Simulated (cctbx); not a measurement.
**What is wrong with this refinement?**

Cell a = 7.3990 Å, b = 7.3990 Å, c = 3.6150 Å, α = 90.00°, β = 90.00°, γ = 120.00°; space group P-62m (no. 189).

The data are simulated with cctbx, not measured: Cu Kα, λ = 1.54184 Å, to d = 0.83 Å, 70 % of the full sphere, strongest reflection 5000 counts, noise from counting, a 3 % proportional error and a noise floor of 15 counts (s.d.); no absorption, and some extinction, which the refinements don't model.

An anisotropic refinement with weights 1/σ² prints:

```text
Rint 0.045, 139 unique reflections to 0.83 A
cycle     R1     wR2    GooF  max shift (A)
   1  0.0349  0.0784   2.822   0.00302
   2  0.0214  0.0497   1.787   0.00000
final R1 0.0214 wR2 0.0497 GooF 1.787  parameters 12  data/parameter 11.6
atom        x        y        z      Ueq    occ   su(xyz)  su(Uiso or U11)
W1     0.33333  0.66667  0.50000   0.0085  1.000  0.00000  0.0004
Co1    0.00000  0.00000  0.00000   0.0041  1.000  0.00000  0.0012
Sc1    0.61088  0.61088  0.00000   0.0067  1.000  0.00054  0.0017
Sc2    0.23931  0.23931  0.50000   0.0057  1.000  0.00050  0.0014
Flack x: 1.00(5)
Hooft y: 0.924(55)  Bijvoet pairs: 54
difference map: max 0.55 min -1.03 rms 0.17
Q1    0.0000  0.0920  0.2373    6    0.58  1.10 A from Co1
Q2    0.0000  0.0000  0.0000    1    0.52  0.00 A from Co1
Q3    0.0000  0.3708  0.3294    6    0.50  1.20 A from Sc1
Q4    0.0000  0.4730  0.3027    6    0.46  1.26 A from Sc1
Q5    0.0000  0.7354  0.5000    3    0.44  0.19 A from Sc2
Q6    0.0000  0.0895  0.5000    3    0.42  1.55 A from Sc2
```

Q: Accept it or mend it, and why?

Mend it. The fault: the structure inverted. Against the right model at the same level, R1 goes from 0.0125 to 0.0214 and GooF from 0.94 to 1.79. Only the Bijvoet differences see the inversion, so R1 moves little while x goes to 1 − x. Flack x = 1.00 with s.u. 0.05: x is within 3 s.u. of 1: the model is inverted.

The compound is Sc6CoW2. The right model at the same level gives:

```text
Rint 0.045, 139 unique reflections to 0.83 A
cycle     R1     wR2    GooF  max shift (A)
   1  0.0294  0.0656   2.359   0.00209
   2  0.0125  0.0262   0.943   0.00000
final R1 0.0125 wR2 0.0262 GooF 0.943  parameters 12  data/parameter 11.6
atom        x        y        z      Ueq    occ   su(xyz)  su(Uiso or U11)
W1     0.66667  0.33333  0.50000   0.0086  1.000  0.00000  0.0002
Co1    0.00000  0.00000  0.00000   0.0036  1.000  0.00000  0.0007
Sc1    0.38920  0.38920  0.00000   0.0061  1.000  0.00028  0.0009
Sc2    0.76082  0.76082  0.50000   0.0052  1.000  0.00026  0.0007
Flack x: 0.01(5)
Hooft y: 0.082(54)  Bijvoet pairs: 54
difference map: max 0.63 min -1.01 rms 0.16
Q1    0.0000  0.9108  0.2338    6    0.65  1.07 A from Co1
Q2    0.0000  0.5228  0.3148    6    0.43  1.31 A from Sc1
Q3    0.2593  0.5655  0.1660   12    0.42  1.38 A from W1
Q4    0.1903  0.6108  0.3032   12    0.42  1.17 A from W1
Q5    0.1215  0.8570  0.3369   12    0.38  1.14 A from Sc2
Q6    0.1907  0.4046  0.3079   12    0.38  1.50 A from Sc2
```

Isotropic U is held between 0.0001 and 1 Å² by the program, and listed peak heights are interpolated, so they can pass the grid's maximum.

The model is made up (kin elements in a known structure type, no relaxation), so it says nothing on whether the phase exists.

[Middle refinement cycles are left out of these outputs.]

[Logs are printed without paths, hosts, clocks, repeated set-up lines and the standing remarks that a program may print on its own settings, such as how far it seeks lower states.]
